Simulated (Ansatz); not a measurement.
Rows from a G0W0 calculation on SnSe2/SnSe2 (1T bilayer) (Ansatz 0.2.0; G0W0 on PBE, plane waves, PAW; PAW set soft_1; 6×6×1 mesh, 328 empty bands, screening to 41 eV, PAW set soft_1 files), in eV. Spin-orbit coupling is left out.

```
row                       k  band   start       Σx  Σc at the solution      Vxc
  A  (0.000, -0.500, 0.000)    v1  -6.285  -17.392               2.031  -15.197
  B   (0.000, 0.167, 0.000)    c1  -3.820  -11.900              -2.752  -15.446
  C  (0.000, -0.500, 0.000)    c1  -5.317  -10.586              -2.422  -13.621
  D  (0.000, -0.500, 0.000)    c2  -5.082  -10.900              -2.490  -14.047
  E   (0.000, 0.167, 0.000)    c2  -3.604  -11.814              -2.907  -15.537
  F   (0.000, 0.167, 0.000)    v1  -5.954  -17.512               1.888  -15.509
```

**Question.** Work out each quasiparticle level and how far it moved.

The quasiparticle equation reads E = start + Σx + Σc(E) − Vxc.

```
row  E (eV)  shift (eV)
  A  -6.449      −0.164
  B  -3.027      +0.793
  C  -4.704      +0.613
  D  -4.423      +0.658
  E  -2.788      +0.816
  F  -6.069      −0.115
```

The gap over the computed points goes from 0.64 eV to 1.36 eV.

Limits: not at the basis limit; coarse mesh for a sheet; no spin-orbit coupling.

[Paths, hosts, dates, memory and timing lines, banners, echoed tables and standing remarks are left out of the program output.]

[Logs are printed without paths, hosts, clocks, repeated set-up lines and the standing remarks that a program may print on its own settings, such as how far it seeks lower states.]

[Runs of the session that timed out or met a known fault of the program may be left out.]

[Cells called generated may have been cut or substituted from an entry of the Crystallography Open Database or the Materials Project.]

[Hosts, paths, dates, database ids (printed as entryN), source tags and the programs' standing remarks are cut or masked in the printed files.]
